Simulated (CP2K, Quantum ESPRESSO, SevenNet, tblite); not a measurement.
# How stiff is a relaxed frame of glassy nearly rigid 61SiO2-11SrO-15BaO-13ZnO (mol %) from 1500 K (120 atoms)? Programs compared

How stiff is a relaxed frame of glassy nearly rigid 61SiO2-11SrO-15BaO-13ZnO (mol %) from 1500 K (120 atoms) under an even change of volume, and do other programs and learned potentials give the same pressure and slope as plane waves?

The results are calculated values.

## Step 1: Set-up

The cell holds 120 atoms (28 Si, 5 Sr, 7 Ba, 6 Zn and 74 O), with edges of 12.27, 12.27 and 12.27 Å. Recipe: 120 atoms (28 Si, 5 Sr, 7 Ba, 6 Zn, 74 O) placed at random at 3.38 g/cm³, melted at 4000 K for 10 ps at fixed volume with the Morse and Coulomb pair potential with partial charges (Pedone, Malavasi, Menziani, Cormack and Segre, J. Phys. Chem. B 110, 11780 (2006)). Snapshot at the end of a hold of 10 ps at 1500 K and fixed volume. Then the atoms were relaxed with SevenNet 0 in the fixed cell.

## Step 2: The reference input

Quantum ESPRESSO 7.5: Kohn-Sham DFT, PBE, SSSP efficiency 1.3.0 pseudopotentials, plane waves. Its input, pw.in, for the unchanged cell:

```
&control
  calculation = 'scf'
  pseudo_dir = './pseudo'
  outdir = './tmp'
  disk_io = 'none'
  tprnfor = .true.
  tstress = .true.
/
&system
  ibrav = 0
  nat = 120
  ntyp = 5
  ecutwfc = 60
  ecutrho = 480
  nosym = .true.
  occupations = 'smearing'
  smearing = 'fd'
  degauss = 0.003675
/
&electrons
  conv_thr = 6.0e-07
  electron_maxstep = 100
  mixing_beta = 0.4
  mixing_mode = 'plain'
  diagonalization = 'david'
/
ATOMIC_SPECIES
Si 28.085 Si.upf
Sr 87.620 Sr.upf
Ba 137.327 Ba.upf
Zn 65.380 Zn.upf
O 15.999 O.upf
CELL_PARAMETERS angstrom
12.26840 0.00000 0.00000
0.00000 12.26840 0.00000
0.00000 0.00000 12.26840
ATOMIC_POSITIONS crystal
Si 0.59341 0.57325 0.06805
Si 0.20510 0.52896 0.27366
Si 0.76029 0.09682 0.47042
Si 0.10455 0.72614 0.59983
[... 114 atom lines left out ...]
O 0.21004 0.49608 0.14561
O 0.15294 0.62713 0.67492
K_POINTS gamma
```

```console
$ OMP_NUM_THREADS=1 mpirun -np 4 pw.x -in pw.in > output.txt
```

Elapsed: 12 min, on 4 MPI ranks of Arm Neoverse V1, shared host; peak memory 6.7 GiB; 47 min of CPU time.

It converged with an r.m.s. force component of 0.058 eV/Å and a pressure of -0.10 GPa.

## Step 3: Levels of theory

Every level solves the same cells as single points. CPU time is summed over a level's finished runs, on a host shared with the other runs, so it is rough; the force column is the median over cells of the r.m.s. difference of force components from the reference.

```
                level                      basis or training data  k-points  runs finished  CPU time  peak memory (GiB)  force difference (meV/Å)
              QE, PBE     plane waves, SSSP efficiency, 60/480 Ry         Γ         3 of 3     2.4 h                7.0                 reference
CP2K double zeta, PBE  DZVP-MOLOPT-SR, GTH-PBE potentials, 800 Ry         Γ         3 of 3    30 min                 11                       125
           SevenNet 0          trained on PBE(+U) plane-wave data         -         3 of 3      29 s                1.0                        57
        SevenNet l3i5          trained on PBE(+U) plane-wave data         -         3 of 3      38 s                1.7                        48
```

Runs without a converged result: tblite GFN1-xTB, 3 single points (refused). A level enters a table below only where it finished every cell that the table needs.

The reference's own r.m.s. force component runs from 57 to 60 meV/Å over these cells. SevenNet 0 relaxed the atoms, so in the cells that it relaxed its own forces are small, and its entry isn't an independent test there.

## Step 4: Pressure against volume

The cell is scaled evenly, and at each volume SevenNet 0 relaxes the atoms again before the single points. The unchanged volume is 15.388 Å³ an atom. Pressures in GPa:

```tsv
level	-3 %	0	+3 %
QE, PBE	1.49	-0.10	-1.62
CP2K double zeta, PBE	1.92	0.33	-1.19
SevenNet 0	1.65	0.09	-1.41
SevenNet l3i5	1.71	0.12	-1.41
```

Energy less that of the unchanged cell at the same level, in meV an atom:

```tsv
level	-3 %	+3 %
QE, PBE	2.43	1.93
CP2K double zeta, PBE	1.70	2.45
SevenNet 0	2.40	1.88
SevenNet l3i5	2.47	1.92
```

## Step 5: Moduli

From the three volumes nearest the unchanged one: B from the slope of pressure against ln V and from the curvature of the energy, the pressure that the slope of the energy implies, and the volume change at which the printed pressure crosses zero (a dash if it doesn't within the range).

```tsv
level	B from pressures (GPa)	B from energies (GPa)	printed pressure (GPa)	pressure from energies (GPa)	zero pressure at (%)
QE, PBE	51.8	50.4	-0.10	0.09	-0.2
CP2K double zeta, PBE	51.8	48.0	0.33	-0.13	+0.6
SevenNet 0	51.1	49.5	0.09	0.09	+0.2
SevenNet l3i5	52.1	50.8	0.12	0.09	+0.2
```

As a check by hand on the reference: from -3 to +3 % the pressure falls by 3.11 GPa while ln V grows by 0.0600, a ratio of 51.8 GPa.

Gap between the highest filled and the lowest empty level on the runs' k-points, in eV:

```tsv
level	-3 %	0	+3 %
QE, PBE	3.35	3.22	3.09
CP2K double zeta, PBE	3.31	3.18	3.04
```

## Step 6: Outcome

The plane-wave reference (PBE) gives a bulk modulus of 51.8 GPa from its pressures, at a volume where its pressure is -0.10 GPa; that pressure crosses zero at -0.2 %. Other programs at PBE: CP2K double zeta, PBE 51.8 GPa (+0 %); its pressure lies +0.43 GPa from the reference's. Learned potentials: SevenNet 0 51.1 GPa (-1 %) and SevenNet l3i5 52.1 GPa (+1 %); their pressures lie +0.20 to +0.23 GPa from the reference's.

Moduli from the energies run from 48 to 51 GPa, within 10 % of those from pressures. The reference's gap falls as the cell grows, from 3.35 eV at -3 % to 3.09 eV at +3 %.

Caveats: The atoms follow SevenNet 0, not each level's own minimum, so these moduli only approach relaxed ones and hang on that choice. Three points at finite strain give rough moduli, at the given volume rather than at zero pressure. Pressures at a fixed plane-wave cutoff or in a small atom-centred basis hold some basis error. The reference samples only Γ, in a cell whose shortest periodic width is 12 Å. Spin–orbit coupling is left out, which matters for the levels of the heavy elements. The reference isn't exact: its cutoffs and mesh weren't converged further here. Where levels are smeared, the DFT runs use Fermi–Dirac occupations at 580 K (0.05 eV), and energies are free energies.

[Logs are printed without paths, hosts, clocks, repeated set-up lines and the standing remarks that a program may print on its own settings, such as how far it seeks lower states.]

[Hosts, paths, dates, database ids (printed as entryN), source tags and the programs' standing remarks are cut or masked in the printed files.]
